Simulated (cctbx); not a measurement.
# SmP2Pt with cctbx, script by script

Library: cctbx 2025.11. The data are simulated by the first script.

## 1. Simulate the data

run.py:

```python
from cctbx import adptbx, crystal, miller, sgtbx, xray
from cctbx.array_family import flex
from iotbx.shelx import hklf
from scitbx import matrix
import scitbx.random

cs = crystal.symmetry(unit_cell=(4.079, 4.079, 9.14, 90, 90, 90), space_group_symbol='Hall: P 4ab 2ab -1ab')  # P4/nmm
atoms = [  # label, site, U (iso, or U11 U22 U33 U12 U13 U23 in A^2), occupancy
    ("Pt1", (0, 0, 0.5), (0.0069, 0.0069, 0.0072, -0.0000, 0.0000, 0.0000), 1),
    ("Sm1", (0.5, 0, 0.2553), (0.0119, 0.0119, 0.0098, 0.0000, 0.0000, 0.0000), 1),
    ("P1", (0.5, 0, 0.6388), (0.0088, 0.0088, 0.0144, 0.0000, 0.0000, 0.0000), 1),
    ("P2", (0, 0, 0), (0.0314, 0.0314, 0.0216, 0.0000, 0.0000, 0.0000), 1),
]
xs = xray.structure(crystal_symmetry=cs)
for label, site, u, occ in atoms:
    u = adptbx.u_cif_as_u_star(cs.unit_cell(), u) if isinstance(u, tuple) else u
    xs.add_scatterer(xray.scatterer(label, site=site, u=u, occupancy=occ))
xs.set_inelastic_form_factors(0.7749, "sasaki")
xs.show_summary()
p1 = xs.expand_to_p1()
ms = miller.build_set(p1, anomalous_flag=True, d_min=0.7)
flex.set_random_seed(642647)
scitbx.random.set_random_seed(642647)
ms = ms.select(flex.random_double(ms.size()) < 0.7)
i = ms.structure_factors_from_scatterers(p1, algorithm="direct").f_calc().as_intensity_array().data()
i = i * 40000 / flex.max(i)
sig = flex.sqrt(i + flex.pow2(0.04 * i) + 8 ** 2)
noise = scitbx.random.variate(scitbx.random.normal_distribution())(i.size())
data = ms.array(data=i + sig * noise, sigmas=sig).set_observation_type_xray_intensity()
with open("data.hkl", "w") as f:
    data.export_as_shelx_hklf(f)
print("reflections written:", data.size(), " <I/sigma> = %.1f" % flex.mean(data.data() / data.sigmas()))
for h, a, b in list(data.sort("data"))[:12]:
    print("%4d%4d%4d %9.1f %7.1f" % (h + (a, b)))
```

```console
$ python run.py
```

```text
Number of scatterers: 4
At special positions: 4
Unit cell: (4.079, 4.079, 9.14, 90, 90, 90)
Space group: P 4/n m m :1 (No. 129)
reflections written: 1268  <I/sigma> = 16.8
  -1   1   2   40750.8  1612.5
   0  -2   0   40092.9  1591.5
   1   1  -2   40062.6  1612.5
  -2   0   0   39891.8  1591.5
   0   2   0   38321.9  1591.5
   1   1   2   38292.7  1612.5
  -1   1  -2   37892.7  1612.5
   0   0   4   33462.3  1281.3
  -2  -2   0   26629.9  1098.1
   0  -2   4   21907.7   867.4
   2   0   4   21868.2   867.4
   1  -3  -2   21796.0   785.3
```

Run time: 0.27 s on 1 thread of Arm Neoverse V2, on a shared host, peak memory 0.07 GiB.

## 2. Refinement (right model, isotropic)

run.py:

```python
import math
from cctbx import adptbx, crystal, maptbx, sgtbx, xray
from cctbx.array_family import flex
from cctbx.xray import observations
from iotbx.shelx import hklf
from scitbx.lstbx import normal_eqns_solving
from smtbx import absolute_structure, utils
from smtbx.refinement import constraints, least_squares

cs = crystal.symmetry(unit_cell=(4.079, 4.079, 9.14, 90, 90, 90), space_group_symbol='Hall: P 4ab 2ab -1ab')  # P4/nmm
atoms = [  # label, site, U (iso, or U11 U22 U33 U12 U13 U23 in A^2), occupancy
    ("Pt1", (0, 0, 0.5), 0.0200, 1),
    ("Sm1", (0.5, 0, 0.2502), 0.0200, 1),
    ("P1", (0.5, 0, 0.637), 0.0200, 1),
    ("P2", (0, 0, 0), 0.0200, 1),
]
xs = xray.structure(crystal_symmetry=cs)
for label, site, u, occ in atoms:
    u = adptbx.u_cif_as_u_star(cs.unit_cell(), u) if isinstance(u, tuple) else u
    xs.add_scatterer(xray.scatterer(label, site=site, u=u, occupancy=occ))
xs.set_inelastic_form_factors(0.7749, "sasaki")
raw = hklf.reader(file_name="data.hkl").as_miller_arrays(crystal_symmetry=cs, anomalous=True)[0]
merged = raw.eliminate_sys_absent().merge_equivalents()
fo2 = merged.array().set_observation_type_xray_intensity()
print("Rint %.3f, %d unique reflections to %.2f A" % (merged.r_int(), fo2.size(), fo2.d_min()))
for sc in xs.scatterers():
    sc.flags.set_grad_site(True)
    sc.flags.set_grad_u_aniso(sc.flags.use_u_aniso())
    sc.flags.set_grad_u_iso(sc.flags.use_u_iso())
obs = fo2.as_xray_observations()
extra = {}
rep = constraints.reparametrisation(xs, [], utils.connectivity_table(xs), **extra)
ls = least_squares.crystallographic_ls(obs, rep, weighting_scheme=least_squares.mainstream_shelx_weighting(a=0, b=0))
print("cycle     R1     wR2    GooF  max shift (A)")
for cycle in range(8):
    ls.build_up()
    r1, wr2, goof = ls.r1_factor(cutoff_factor=2)[0], ls.wR2(), ls.goof()
    old = xs.sites_cart()
    normal_eqns_solving.levenberg_marquardt_iterations(ls, n_max_iterations=3, tau=1e-06, step_threshold=1e-7)
    big = flex.max((xs.sites_cart() - old).norms())
    print("%4d %7.4f %7.4f %7.3f %9.5f" % (cycle + 1, r1, wr2, goof, big))
    ls.build_up(objective_only=True)
    if abs(ls.wR2() - wr2) < 5e-5 and big < 5e-4:
        break
ls.build_up()
print("final R1 %.4f wR2 %.4f GooF %.3f  parameters %d  data/parameter %.1f" % (ls.r1_factor(cutoff_factor=2)[0], ls.wR2(), ls.goof(), ls.n_parameters, fo2.size() / ls.n_parameters))
cov = ls.covariance_matrix_and_annotations()
su = dict(zip(cov.annotations, (math.sqrt(max(v, 0)) for v in cov.matrix.matrix_packed_u_diagonal())))
a2 = cs.unit_cell().reciprocal_parameters()[0] ** -2
print("atom        x        y        z      Ueq    occ   su(xyz)  su(Uiso or U11)")
for sc in xs.scatterers():
    s = max(su.get(sc.label + k, 0) for k in (".x", ".y", ".z"))
    npd = "" if sc.is_positive_definite_u(cs.unit_cell()) else "  NPD"
    print("%-5s %8.5f %8.5f %8.5f %8.4f %6.3f %8.5f %7.4f%s" % ((sc.label,) + sc.site + (sc.u_iso_or_equiv(cs.unit_cell()), sc.occupancy, s, su.get(sc.label + ".uiso", su.get(sc.label + ".u11", 0) * a2), npd)))
fo = fo2.f_sq_as_f()
fc = fo.structure_factors_from_scatterers(xs, algorithm="direct").f_calc()
diff = fo.f_obs_minus_f_calc(1 / math.sqrt(ls.scale_factor()), fc).average_bijvoet_mates()
m = diff.fft_map(symmetry_flags=maptbx.use_space_group_symmetry, resolution_factor=0.25).apply_volume_scaling()
print("difference map: max %.2f min %.2f rms %.2f" % (m.statistics().max(), m.statistics().min(), m.statistics().sigma()))
peaks = m.peak_search(parameters=maptbx.peak_search_parameters(min_distance_sym_equiv=0.6, max_clusters=6)).all()
near = xs.closest_distances(peaks.sites(), distance_cutoff=4)
sps = cs.special_position_settings(min_distance_sym_equiv=0.5)
for k, (x, h) in enumerate(zip(peaks.sites(), peaks.heights())):
    ss = sps.site_symmetry(x)
    print("Q%-3d %7.4f %7.4f %7.4f %4d %7.2f  %.2f A from %s" % ((k + 1,) + tuple(t % 1 for t in ss.exact_site()) + (ss.multiplicity(), h, near.smallest_distances[k], xs.scatterers()[near.i_seqs[k]].label)))
```

```console
$ python run.py
```

```text
Rint 0.034, 169 unique reflections to 0.70 A
cycle     R1     wR2    GooF  max shift (A)
   1  0.1395  0.3374  16.220   0.04678
   2  0.0132  0.0344   1.655   0.00003
final R1 0.0132 wR2 0.0344 GooF 1.655  parameters 6  data/parameter 28.2
atom        x        y        z      Ueq    occ   su(xyz)  su(Uiso or U11)
Pt1    0.00000  0.00000  0.50000   0.0071  1.000  0.00000  0.0001
Sm1    0.50000  0.00000  0.25532   0.0113  1.000  0.00005  0.0001
P1     0.50000  0.00000  0.63872   0.0111  1.000  0.00024  0.0004
P2     0.00000  0.00000  0.00000   0.0278  1.000  0.00000  0.0007
difference map: max 1.28 min -2.27 rms 0.26
Q1    0.0000  0.3867  0.7461    8    1.33  0.46 A from Sm1
Q2    0.0000  0.5000  0.3179    2    1.21  0.40 A from P1
Q3    0.0000  0.5000  0.4134    2    1.08  0.48 A from P1
Q4    0.0000  0.5000  0.9400    2    0.94  1.78 A from Sm1
Q5    0.0000  0.1223  0.0022    8    0.86  0.50 A from P2
Q6    0.1427  0.3573  0.0001    8    0.79  1.57 A from P2
```

Time: 0.44 s.

## 3. Refinement (right model, anisotropic)

run.py, as its changes from the last script of this kind:

```diff
@@ -12,4 +12,4 @@
-    ("Pt1", (0, 0, 0.5), 0.0200, 1),
-    ("Sm1", (0.5, 0, 0.2502), 0.0200, 1),
-    ("P1", (0.5, 0, 0.637), 0.0200, 1),
-    ("P2", (0, 0, 0), 0.0200, 1),
+    ("Pt1", (0, 0, 0.5), 0.0071, 1),
+    ("Sm1", (0.5, 0, 0.25532), 0.0113, 1),
+    ("P1", (0.5, 0, 0.63872), 0.0111, 1),
+    ("P2", (0, 0, 0), 0.0278, 1),
@@ -21,0 +22 @@
+xs.convert_to_anisotropic()
```

```console
$ python run.py
```

```text
Rint 0.034, 169 unique reflections to 0.70 A
cycle     R1     wR2    GooF  max shift (A)
   1  0.0132  0.0344   1.676   0.00057
   2  0.0090  0.0205   1.000   0.00000
final R1 0.0090 wR2 0.0205 GooF 1.000  parameters 10  data/parameter 16.9
atom        x        y        z      Ueq    occ   su(xyz)  su(Uiso or U11)
Pt1    0.00000  0.00000  0.50000   0.0071  1.000  0.00000  0.0001
Sm1    0.50000  0.00000  0.25530   0.0114  1.000  0.00003  0.0001
P1     0.50000  0.00000  0.63878   0.0110  1.000  0.00015  0.0003
P2     0.00000  0.00000  0.00000   0.0283  1.000  0.00000  0.0007
difference map: max 0.99 min -1.00 rms 0.18
Q1    0.0000  0.5000  0.9427    2    0.99  1.81 A from Sm1
Q2    0.1353  0.3647  0.0014    8    0.82  1.59 A from P2
Q3    0.0000  0.5000  0.5326    2    0.59  1.57 A from P1
Q4    0.2516  0.2484  0.2721    8    0.50  1.44 A from Sm1
Q5    0.0000  0.0000  0.2927    4    0.48  1.89 A from Pt1
Q6    0.0000  0.2292  0.5162    8    0.47  0.95 A from Pt1
```

Time: 0.39 s.

## 4. Refinement

run.py, as its changes from the last script of this kind:

```diff
@@ -12,4 +12,4 @@
-    ("Pt1", (0, 0, 0.5), 0.0071, 1),
-    ("Sm1", (0.5, 0, 0.25532), 0.0113, 1),
-    ("P1", (0.5, 0, 0.63872), 0.0111, 1),
-    ("P2", (0, 0, 0), 0.0278, 1),
+    ("Pt1", (0, 0, 0.5), 0.0200, 1),
+    ("Sm1", (0.5, 0, 0.2629), 0.0200, 1),
+    ("P1", (0.5, 0, 0.6457), 0.0200, 1),
+    ("P2", (0, 0, 0), 0.0200, 1),
@@ -22 +21,0 @@
-xs.convert_to_anisotropic()
@@ -36 +35 @@
-for cycle in range(8):
+for cycle in range(10):
@@ -40 +39 @@
-    normal_eqns_solving.levenberg_marquardt_iterations(ls, n_max_iterations=3, tau=1e-06, step_threshold=1e-7)
+    normal_eqns_solving.levenberg_marquardt_iterations(ls, n_max_iterations=3, tau=0.0001, step_threshold=1e-7)
```

```console
$ python run.py
```

```text
Rint 0.034, 169 unique reflections to 0.70 A
cycle     R1     wR2    GooF  max shift (A)
   1  0.2335  0.5774  27.756   0.06928
   2  0.0132  0.0344   1.655   0.00001
final R1 0.0132 wR2 0.0344 GooF 1.655  parameters 6  data/parameter 28.2
atom        x        y        z      Ueq    occ   su(xyz)  su(Uiso or U11)
Pt1    0.00000  0.00000  0.50000   0.0071  1.000  0.00000  0.0001
Sm1    0.50000  0.00000  0.25532   0.0113  1.000  0.00005  0.0001
P1     0.50000  0.00000  0.63872   0.0111  1.000  0.00024  0.0004
P2     0.00000  0.00000  0.00000   0.0278  1.000  0.00000  0.0007
difference map: max 1.28 min -2.27 rms 0.26
Q1    0.0000  0.3867  0.7461    8    1.33  0.46 A from Sm1
Q2    0.0000  0.5000  0.3179    2    1.21  0.40 A from P1
Q3    0.0000  0.5000  0.4134    2    1.08  0.48 A from P1
Q4    0.0000  0.5000  0.9400    2    0.94  1.78 A from Sm1
Q5    0.0000  0.1223  0.0022    8    0.86  0.50 A from P2
Q6    0.1427  0.3573  0.0001    8    0.79  1.57 A from P2
```

Time: 0.43 s.

This run holds a fault made on purpose: start far from the minimum.

## 5. Refinement

run.py, as its changes from the last script of this kind:

```diff
@@ -12,4 +12,4 @@
-    ("Pt1", (0, 0, 0.5), 0.0200, 1),
-    ("Sm1", (0.5, 0, 0.2629), 0.0200, 1),
-    ("P1", (0.5, 0, 0.6457), 0.0200, 1),
-    ("P2", (0, 0, 0), 0.0200, 1),
+    ("Pt1", (0, 0, 0.5), 0.0071, 1),
+    ("Sm1", (0.5, 0, 0.25532), 0.0113, 1),
+    ("P1", (0.5, 0, 0.63872), 0.0111, 1),
+    ("P2", (0, 0, 0), 0.0278, 1),
@@ -21,0 +22 @@
+xs.convert_to_anisotropic()
@@ -23 +24 @@
-merged = raw.eliminate_sys_absent().merge_equivalents()
+merged = raw.eliminate_sys_absent().resolution_filter(d_min=2).merge_equivalents()
@@ -35 +36 @@
-for cycle in range(10):
+for cycle in range(12):
@@ -39 +40 @@
-    normal_eqns_solving.levenberg_marquardt_iterations(ls, n_max_iterations=3, tau=0.0001, step_threshold=1e-7)
+    normal_eqns_solving.levenberg_marquardt_iterations(ls, n_max_iterations=3, tau=1e-06, step_threshold=1e-7)
```

```console
$ python run.py
```

```text
Rint 0.024, 11 unique reflections to 2.04 A
cycle     R1     wR2    GooF  max shift (A)
   1  0.0136  0.0238   3.415   0.00000
final R1 0.0136 wR2 0.0238 GooF 3.415  parameters 10  data/parameter 1.1
atom        x        y        z      Ueq    occ   su(xyz)  su(Uiso or U11)
Pt1    0.00000  0.00000  0.50000   0.0071  1.000  0.00000  0.0882
Sm1    0.50000  0.00000  0.25532   0.0113  1.000  0.00758  0.2158
P1     0.50000  0.00000  0.63872   0.0111  1.000  0.01060  0.5757
P2     0.00000  0.00000  0.00000   0.0278  1.000  0.00000  0.1982
difference map: max 0.30 min -0.35 rms 0.10
Q1    0.0000  0.5000  0.5059    2    0.31  1.32 A from P1
Q2    0.0000  0.0000  0.2662    4    0.22  2.04 A from Sm1
Q3    0.0000  0.5000  0.9809    2    0.14  2.05 A from P2
Q4    0.2500  0.2500  0.0000    4    0.08  1.44 A from P2
```

Time: 0.38 s.

This run holds a fault made on purpose: data cut at low resolution.

## 6. Refinement

run.py, as its changes from the last script of this kind:

```diff
@@ -15 +15 @@
-    ("P2", (0, 0, 0), 0.0278, 1),
+    ("Si1", (0, 0, 0), 0.0278, 1),
@@ -24 +24 @@
-merged = raw.eliminate_sys_absent().resolution_filter(d_min=2).merge_equivalents()
+merged = raw.eliminate_sys_absent().merge_equivalents()
```

```console
$ python run.py
```

```text
Rint 0.034, 169 unique reflections to 0.70 A
cycle     R1     wR2    GooF  max shift (A)
   1  0.0141  0.0376   1.829   0.00038
   2  0.0093  0.0212   1.031   0.00000
final R1 0.0093 wR2 0.0212 GooF 1.031  parameters 10  data/parameter 16.9
atom        x        y        z      Ueq    occ   su(xyz)  su(Uiso or U11)
Pt1    0.00000  0.00000  0.50000   0.0071  1.000  0.00000  0.0001
Sm1    0.50000  0.00000  0.25530   0.0114  1.000  0.00003  0.0001
P1     0.50000  0.00000  0.63876   0.0110  1.000  0.00016  0.0003
Si1    0.00000  0.00000  0.00000   0.0247  1.000  0.00000  0.0007
difference map: max 0.94 min -1.06 rms 0.18
Q1    0.0000  0.5000  0.9427    2    0.94  1.81 A from Sm1
Q2    0.1373  0.3627  0.0013    8    0.77  1.58 A from Si1
Q3    0.0000  0.5000  0.5317    2    0.60  1.56 A from P1
Q4    0.2518  0.2482  0.2719    8    0.49  1.44 A from Sm1
Q5    0.0000  0.0000  0.0000    2    0.49  0.00 A from Si1
Q6    0.0000  0.2297  0.5162    8    0.48  0.95 A from Pt1
```

Run time: 0.39 s on 1 thread of Arm Neoverse V2, with other jobs on the host, peak memory 0.09 GiB.

This run holds a fault made on purpose: wrong element: Si1 is P.

[Logs are printed without paths, hosts, clocks, repeated set-up lines and the standing remarks that a program may print on its own settings, such as how far it seeks lower states.]
